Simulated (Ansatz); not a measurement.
# LaAs (Fm-3m): from the cell to its phonons

Aim: the vibrations of LaAs (Fm-3m), their spectra, and whether the structure is stable.

Method: DFT PBEsol, scalar-relativistic, plane waves, PAW; PAW set soft_1, in Ansatz 0.2.0.

Report form: the programs' logs are mostly left out.

## (1) The structure

Symmetry: Fm-3m, No. 225, cubic system. The conventional cell has a = 6.151 Å, b = 6.151 Å, c = 6.151 Å, α = 90.00°, β = 90.00°, γ = 90.00°. Nearest to La lie 6 As at 3.08 Å. As has 6 La at 3.08 Å nearest. Farther neighbours are not listed.

Structure file:

```cif
data_structure
_symmetry_space_group_name_H-M 'P 1'
_symmetry_Int_Tables_number 1
_cell_length_a 4.3494
_cell_length_b 4.3494
_cell_length_c 4.3494
_cell_angle_alpha 60.000
_cell_angle_beta 60.000
_cell_angle_gamma 60.000
_cell_volume 58.18
loop_
_atom_site_label
_atom_site_type_symbol
_atom_site_fract_x
_atom_site_fract_y
_atom_site_fract_z
_atom_site_occupancy
La1 La 0.50000 0.50000 0.50000 1
As2 As 0.00000 0.00000 0.00000 1
```

## (2) Bringing the structure to rest

Harmonic phonons are second derivatives at a point where the forces vanish, and they are wanted at zero stress, so atoms and cell are relaxed first.

Contents of input.yaml:

```yaml
crystal:
  lattice:
    - [0.0, 3.0755, 3.0755]
    - [3.0755, 0.0, 3.0755]
    - [3.0755, 3.0755, 0.0]
  atoms:
    - { symbol: La, position: [0.5, 0.5, 0.5] }
    - { symbol: As, position: [0.0, 0.0, 0.0] }
kpoints:
  mp_grid: { grid: [12, 12, 12] }
hamiltonian:
  xc: pbesol
  pseudopotentials: { kind: paw, azcp: { folder: soft_1 }, xc_functional: pbe }
scf:
  occupations: { method: gaussian, width: 0.1 }
output:
  forces: true
  stress: true
  eigenvalues: true
  write_density: true
  write_potential: true
  elf: true
  volumetric_format: npy
relax:
  adjacent_minimum: "off"
  f_tol: 0.005
  max_steps: 80
  cell: { stress_tol: 0.05 }
```

The run is started by

```
> ansatz run input.yaml --threads 4 --pin off --max-ram 10240MiB --backend cpu --events-out ev --progress --plain --runs-dir out
```

Elapsed: 5.6 s, on 4 threads of Arm Neoverse V1, shared host; peak memory 0.43 GiB.

Relaxation path:

```
step  energy less that of the first step (eV)  largest force component (eV/Å)  pressure (GPa)  volume (Å³)
   1                                   0.0000                          0.0000           -1.36        58.18
   2                                  -0.0005                          0.0000            1.41        55.95
   3                                  -0.0051                          0.0000           -0.04        57.06
  4*                                  -0.0050                          0.0000           -0.04        57.06
```

Relaxation steps marked * repeat the geometry before them on a plane-wave basis chosen anew for their cell, so energy and pressure can jump there.

Forces are held to the 48 operations that the run works with; a distortion that breaks them can't arise in this run.

```
conventional cell, symmetrised  before  after  change
                         a (Å)   6.151  6.111  -0.6 %
                         b (Å)   6.151  6.111  -0.6 %
                         c (Å)   6.151  6.111  -0.6 %
              volume (Å³/atom)   29.09  28.53  -1.9 %
```

Final coordinates:

```
La As
1.0
     0.00000    3.05569    3.05569
     3.05569    0.00000    3.05569
     3.05569    3.05569    0.00000
La As
1 1
Cartesian
  3.0557 3.0557 3.0557
  0.0000 0.0000 0.0000
```

This step gave:

| Property | Result |
| --- | --- |
| pressure | -0.04277 GPa |
| volume per atom | 28.53 Å³ |
| gap on the k-mesh | 0 eV |

ELF in the ac plane of the conventional cell at fractional y = 0.000, with atoms of La and As within 0.2 Å of it. It is the smooth field of the valence electrons, not physical close to the nuclei.

Values, 9 rows by 16 columns, each cell a mean:
```
0.30 0.51 0.68 0.55 0.24 0.54 0.77 0.57 0.48 0.73 0.71 0.30 0.37 0.67 0.60 0.36
0.61 0.62 0.58 0.38 0.13 0.15 0.36 0.53 0.56 0.45 0.23 0.10 0.26 0.52 0.61 0.61
0.43 0.33 0.18 0.11 0.20 0.40 0.49 0.51 0.51 0.50 0.45 0.30 0.13 0.13 0.25 0.40
0.65 0.75 0.62 0.25 0.36 0.67 0.66 0.50 0.44 0.58 0.69 0.54 0.20 0.44 0.75 0.71
0.18 0.61 0.78 0.39 0.39 0.67 0.53 0.18 0.12 0.37 0.66 0.56 0.28 0.64 0.75 0.33
0.74 0.73 0.49 0.18 0.33 0.65 0.68 0.60 0.57 0.65 0.69 0.51 0.18 0.33 0.65 0.74
0.36 0.29 0.20 0.15 0.17 0.27 0.35 0.39 0.41 0.38 0.31 0.21 0.13 0.17 0.26 0.34
0.64 0.67 0.66 0.46 0.15 0.22 0.51 0.68 0.69 0.61 0.36 0.13 0.29 0.61 0.68 0.65
0.19 0.42 0.66 0.56 0.26 0.61 0.77 0.44 0.30 0.65 0.75 0.36 0.39 0.67 0.57 0.25
```
Columns run along a (6.1 Å), rows up along c (6.1 Å), edges of the conventional cell, whose origin can differ from the input's. Atoms in or near the plane, at fractional coordinates: La at (0.50, 0.00), La at (0.00, 0.50), As at (0.00, 0.00), As at (0.50, 0.50).

Valence density in the ac plane of the conventional cell at fractional y = 0.000, with atoms of La and As within 0.2 Å of it. It is the smooth field of the valence electrons, not physical close to the nuclei.

Ten steps, logarithmic in the rise over the least value, from '0' (0 e/Å³) to '9' (35 e/Å³), each cell a mean:
```
86210133333200138
42100023332100123
11000012221000011
00000000100000000
10000000000000000
21100001111000012
33200012432100123
33310126873100233
33310127984101233
33210114762100233
32100011221000123
11000001110000001
00000000000000000
11000001110000001
21100012332100012
64110123333100126
96210133333210148
```
Columns run along a (6.1 Å), rows up along c (6.1 Å), edges of the conventional cell, whose origin can differ from the input's. Atoms in or near the plane, at fractional coordinates: La at (0.50, 0.00), La at (0.00, 0.50), As at (0.00, 0.00), As at (0.50, 0.50).

Electrostatic potential energy in the ac plane of the conventional cell at fractional y = 0.000, with atoms of La and As within 0.2 Å of it. With pseudopotentials it is smooth inside the atoms' cores, unlike the true potential.

Values in eV, 9 rows by 16 columns, each cell a mean:
```
 12   0   0  10   8  -3 -23 -25 -21 -27 -12   4  10   6  -4   8
  3   7  11  12  11   8   3  -4  -6  -1   6  10  12  12   9   4
  2   5   9  11  13  12  10   8   7   9  12  13  12  10   7   3
-25 -23  -7   6  11   8  -2   1   4  -2   3  10   9   0 -18 -26
 -6 -27 -19   3   9   2  -2  21  24   8  -3   8   7  -7 -28 -16
-23 -16  -2   8  11  10   2  -2  -1  -1   7  11  10   3 -10 -21
  6   8  10  12  13  12  10   9   8   9  11  12  12  11   9   7
 -1   3   9  12  11   6  -3 -13 -15  -8   2   9  12  11   6   0
 19   5  -2   9   7  -6 -27 -20 -13 -28 -16   3   9   4  -3  16
```
Columns run along a (6.1 Å; values clipped at the 3rd and 97th percentile), rows up along c (6.1 Å), edges of the conventional cell, whose origin can differ from the input's. Atoms in or near the plane, at fractional coordinates: La at (0.50, 0.00), La at (0.00, 0.50), As at (0.00, 0.00), As at (0.50, 0.50).

In this step the volume went from 29.09 to 28.53 Å³/atom.

## (3) Tight relaxation

Phonons need a cell at rest on their own settings, so the relaxation is repeated with tight tolerances on forces and stress, using the mesh and the filling of the phonon run that follows.

input.yaml, the sections that differ from step 2:

```yaml
crystal:
  lattice:
    - [0.0, 3.0556900012, 3.0556900012]
    - [3.0556900012, 0.0, 3.0556900012]
    - [3.0556900012, 3.0556900012, 0.0]
  atoms:
    - { symbol: La, position: [0.5, 0.5, 0.5] }
    - { symbol: As, position: [0.0, 0.0, 0.0] }
scf:
  occupations: { method: methfessel_paxton, width: 0.2 }
output:
  forces: true
  stress: true
  eigenvalues: true
relax:
  adjacent_minimum: "off"
  f_tol: 0.001
  max_steps: 60
  cell: { stress_tol: 0.01 }
# kpoints, hamiltonian: as in step 2
```

Run time: 5.2 s. Hardware: 4 threads; peak memory 0.43 GiB; 19 s of CPU time.

Little changed from the start: no atom moved by 0.005 Å and no cell edge by 0.1 %.

Numbers from this step:

```yaml
pressure: -1.16e-4 GPa
volume_per_atom: 28.52 Å³
```

The forces vanish by symmetry and the pressure is 0.000 GPa, within the tolerances set. The cell now holds 28.52 Å³/atom.

## (4) Linear response at the zone centre

The zone centre comes first: it holds the modes that light can see, as far as symmetry allows. No field response is asked, since the mesh shows no gap.

input.yaml, the sections that differ from step 3:

```yaml
crystal:
  lattice:
    - [0.0, 3.0551744597, 3.0551744597]
    - [3.0551744597, 0.0, 3.0551744597]
    - [3.0551744597, 3.0551744597, 0.0]
  atoms:
    - { symbol: La, position: [0.5, 0.5, 0.5] }
    - { symbol: As, position: [0.0, 0.0, 0.0] }
output:
  eigenvalues: true
phonons:
  method: dfpt
# kpoints, hamiltonian, scf: as in step 3
# relax: removed
```

Wall time 14 s (4 threads); peak memory 0.86 GiB.

This step gave:

| Quantity | Value |
| --- | --- |
| sum-rule residual before enforcement | 4.89e-5 eV/Å² |
| point group | m-3m |
| highest optical mode at the zone centre (no LO-TO term) | 125.7 cm⁻¹ |
| lowest optical zone-centre mode | 125.7 cm⁻¹ |

Patterns of degenerate modes are one choice out of their space. The modes at Γ (shares of kinetic energy by element, %):

```
mode  frequency (cm⁻¹)  symmetry  La %  As %
   1               0.0  acoustic    65    35
   2               0.0  acoustic    65    35
   3               0.0  acoustic    65    35
   4             125.7       T1u    35    65
   5             125.7       T1u    35    65
   6             125.7       T1u    35    65
```

Displacements in mode 6 (125.7 cm⁻¹), the largest set to 1:
```
La1  0.00  0.00 -0.54
As2  0.00  0.00  1.00
```

Before it was imposed, the acoustic sum rule was missed by 4.9e-5 eV/Å². Small misses are needed for a sound result but don't prove that mesh and cutoff are converged. The lowest optical mode is real, 126 cm⁻¹.

## (5) Phonons on a q mesh

Stability and thermal properties need the whole zone. Linear response on a 4×4×4 q mesh gives force constants as far as a supercell of that size would.

input.yaml, as its differences from that of step 4:

```diff
@@ -19 +19,8 @@
   method: dfpt
+  qmesh: [4, 4, 4]
+  temperatures: { t_max: 1000, t_step: 50 }
+  qpath:
+    path:
+      - [[0.0, 0.0, 0.0], [0.5, 0.0, 0.5], [0.625, 0.25, 0.625]]
+      - [[0.375, 0.375, 0.75], [0.0, 0.0, 0.0], [0.5, 0.5, 0.5], [0.5, 0.25, 0.75], [0.5, 0.0, 0.5]]
+    npoints: 10
```

Run time: 6.9 min. Hardware: 4 threads; peak memory 4.4 GiB.

Numbers from this step:

* sum-rule residual before enforcement: 4.74e-5 eV/Å²
* lowest frequency on the path: 0 cm⁻¹
* highest frequency on the path or at a solved wavevector: 194 cm⁻¹
* mean frequency: 123.4 cm⁻¹
* Debye temperature (second moment): 237 K
* logarithmic mean frequency: 118 cm⁻¹
* lowest mode on the q mesh (acoustic modes at Γ apart): 52.08 cm⁻¹
* zero-point energy per atom: 22.95 meV
* heat capacity at 300 K: 24.18 J/(mol atoms K)
* vibrational entropy at 300 K: 39.53 J/(mol atoms K)

Frequencies (cm⁻¹) solved at each irreducible wavevector; negative means imaginary. Frequencies by wavevector, by row:

```
q in reciprocal lattice units  star  mode 1  mode 2  mode 3  mode 4  mode 5  mode 6
                        0 0 0     1       0       0       0   125.7   125.7   125.7
                     0 0 0.25     8    66.6    66.6    95.5   139.3   139.3   188.8
                     0 0 -0.5     4    99.3    99.3   136.1   136.1   160.5   168.6
                  0 0.25 0.25     6    52.1    52.1   113.2   139.1   139.1   165.4
                  0 0.25 -0.5    24      90   101.4   122.4   137.5   148.4     164
                 0 0.25 -0.25    12    75.3    99.6   136.8   137.2   150.8   167.9
                  0 -0.5 -0.5     3    77.7    77.7   111.6   133.7   133.7   152.3
              0.25 -0.5 -0.25     6    95.7    95.7   125.4     148   150.9   150.9
```

Interpolated from a 4×4×4 q mesh. Phonon branches along the path, in cm⁻¹:

```
    point  branch 1  branch 2  branch 3  branch 4  branch 5  branch 6
        Γ         0         0         0       126       126       126
  halfway        52        52       113       139       139       165
        X        78        78       112       134       134       152
  halfway        84        90       109       135       144       152
        U        96       102       115       137       152       158
jump to K        96       102       115       137       152       158
  halfway        61        83       113       138       149       181
        Γ         0         0         0       126       126       126
  halfway        67        67        96       139       139       189
        L        99        99       136       136       160       169
  halfway       100       101       130       138       154       163
        W        96        96       125       148       151       151
  halfway        85       102       107       143       144       152
        X        78        78       112       134       134       152
```

The phonon density of states has structure finer than the step of the table below, so its rows give means over 10 cm⁻¹, whole bins alone (the curve runs from 1 to 195 cm⁻¹). Peaks (cm⁻¹: height): 103.0: 0.0974, 139.0: 0.235, 151.0: 0.140.

Tetrahedra on a 20×20×20 mesh, mean over bins of 2 cm-1. Interpolated from a 4×4×4 q mesh. Phonon density of states against wavenumber; means over each step:

```
wavenumber (cm⁻¹)  phonon density of states (1/cm⁻¹/cell)
               10                                  1.3e-4
               20                                  7.3e-4
               30                                 0.00200
               40                                 0.00439
               50                                 0.00849
               60                                  0.0143
               70                                  0.0223
               80                                  0.0364
               90                                  0.0487
              100                                  0.0705
              110                                  0.0167
              120                                  0.0279
              130                                  0.0483
              140                                   0.136
              150                                  0.0785
              160                                  0.0363
              170                                  0.0261
              180                                  0.0169
              190                                 0.00548
```

The partial phonon density of states has structure finer than the step of the table below, so its rows give means over 5 cm⁻¹, whole bins alone (the curve runs from -10 to 210 cm⁻¹). Peaks (cm⁻¹: height): As 139.1: 0.126; La 101.8: 0.0662, 125.3: 0.0331, 139.1: 0.0419, 151.5: 0.0355.

Phonopy on the run's constants, 17x17x17 mesh, Gaussian sigma 2.0 cm-1. Interpolated from a 4×4×4 q mesh. Partial phonon density of states against wavenumber; means over each step; values in 1/cm⁻¹/cell:

```
wavenumber (cm⁻¹)       As       La
               -5   3.8e-6   9.8e-6
                0   3.2e-5   5.9e-5
                5   5.3e-6   7.9e-6
               10   6.4e-6   1.4e-5
               15   2.0e-4   3.9e-4
               20   2.4e-4   4.6e-4
               25   3.7e-4   7.0e-4
               30   8.5e-4  0.00166
               35   9.2e-4  0.00181
               40  0.00142  0.00285
               45  0.00212  0.00438
               50  0.00285  0.00590
               55  0.00347  0.00746
               60  0.00450  0.00982
               65  0.00551   0.0122
               70  0.00690   0.0158
               75  0.00849   0.0195
               80   0.0112   0.0262
               85   0.0117   0.0299
               90   0.0121   0.0355
               95   0.0117   0.0445
              100   0.0111   0.0606
              105  0.00695   0.0414
              110  0.00505   0.0127
              115  0.00571   0.0129
              120  0.00740   0.0180
              125   0.0132   0.0307
              130   0.0225   0.0242
              135   0.0728   0.0261
              140    0.109   0.0388
              145   0.0579   0.0265
              150   0.0552   0.0315
              155   0.0351   0.0187
              160   0.0305  0.00838
              165   0.0255  0.00576
              170   0.0199  0.00647
              175   0.0137  0.00581
              180   0.0120  0.00585
              185  0.00701  0.00371
              190  0.00395  0.00221
              195   9.3e-4   5.4e-4
              200   1.8e-5   1.0e-5
              205        0        0
```

Second derivatives of the energy by pair, one row for each kind of neighbour of each atom listed. Each entry sums the pair over the periodic images of the supercell that the q mesh stands for, and in a polar crystal it holds the long-range dipole part too. Force constants by pair, by row:

```
atom  neighbour  distance (Å)  third of the trace (eV/Å²)  along the pair's line (eV/Å²)
 La1     itself             0                       6.843                              –
 La1         As         3.055                     -0.7093                         -1.408
 La1         La         4.321                      -0.188                        -0.9747
 La1         As         5.292                     -0.0145                         0.0862
 La1         La          6.11                     -0.1837                        -0.5629
 La1         As         6.832                      0.0504                         0.1718
 La1         La         7.484                      0.0014                        -0.0251
 As2     itself             0                       5.311                              –
 As2         La         3.055                     -0.7093                         -1.408
 As2         As         4.321                     -0.0497                         -0.401
 As2         La         5.292                     -0.0145                         0.0862
 As2         As          6.11                     -0.1743                        -0.4592
 As2         La         6.832                      0.0504                         0.1718
 As2         As         7.484                     -0.0033                        -0.0306
```

Harmonic thermodynamic functions per atom, from the density of states. Interpolated from a 4×4×4 q mesh. Thermodynamic functions, by row:

```
T (K)  F_vib (meV/atom)  S (J/mol-atom/K)  C_V (J/mol-atom/K)
    0             22.95                 0                   0
   50              22.3             4.568               10.09
  100             17.21             14.93               19.14
  200             -6.67             29.89               23.27
  300            -42.94             39.53               24.18
  400            -87.71             46.54               24.51
  500            -138.9             52.02               24.66
  600            -195.2             56.53               24.75
  700            -255.8             60.35                24.8
  800            -320.1             63.66               24.83
  900            -387.6             66.59               24.86
 1000            -458.1             69.21               24.87
```

Harmonic mean-square displacement, third of the trace. Interpolated from a 4×4×4 q mesh. Mean square displacements, by row:

```
T (K)  La1 U_eq (Å²)  As2 U_eq (Å²)
    0        0.00121         0.0018
  100        0.00225        0.00285
  300        0.00602         0.0072
  600         0.0119        0.01414
```

Symmetry leaves 8 wavevectors to solve. The lowest mode among them, the acoustic zeros apart, lies at q = (0, 0.25, 0.25) and is real, 52.1 cm⁻¹.

## (6) Summary of results

| Property | Result |
| --- | --- |
| space group after relaxation (within 0.01 Å) | Fm-3m |
| volume per atom | 28.5 Å³ |
| electronic character | no gap on this mesh |
| highest optical mode at the zone centre (no LO-TO term) | 126 cm⁻¹ |
| lowest optical zone-centre mode | 126 cm⁻¹ |
| lowest mode on the q mesh (acoustic modes at Γ apart) | 52.1 cm⁻¹ |
| highest frequency on the path or at a solved wavevector | 194 cm⁻¹ |
| zero-point energy per atom | 22.9 meV |
| heat capacity at 300 K | 24.2 J/(mol atoms K) |
| vibrational entropy at 300 K | 39.5 J/(mol atoms K) |
| Debye temperature (second moment) | 237 K |
| imaginary modes on the 4×4×4 q mesh | none |

What this shows: The structure is a minimum as far as tested: no mode is imaginary at the 8 irreducible wavevectors of the 4×4×4 mesh, and the softest away from the acoustic zeros lies at 52 cm⁻¹. The optical modes at Γ form one degenerate level at 126 cm⁻¹. The highest mode in this list at Γ, 125.7 cm⁻¹, has its largest share on As (65 % of the kinetic energy). With no gap, or one that is small against the smearing, the frequencies hang on the k mesh and the smearing, most of all near Kohn anomalies. A semilocal functional can close a gap that the real compound would have, so the metallic treatment may be an artefact of the level. Spin-orbit coupling is left out, which can matter for the heavy elements here. The PAW files were made for PBE and serve the other functionals too. A phonon run warned that its eigensolver left some bands unconverged in a pass. These are harmonic frequencies at zero temperature: anharmonic shifts, linewidths and thermal expansion are left out.

[Logs are printed without paths, hosts, clocks, repeated set-up lines and the standing remarks that a program may print on its own settings, such as how far it seeks lower states.]

[Hosts, paths, dates, database ids (printed as entryN), source tags and the programs' standing remarks are cut or masked in the printed files.]
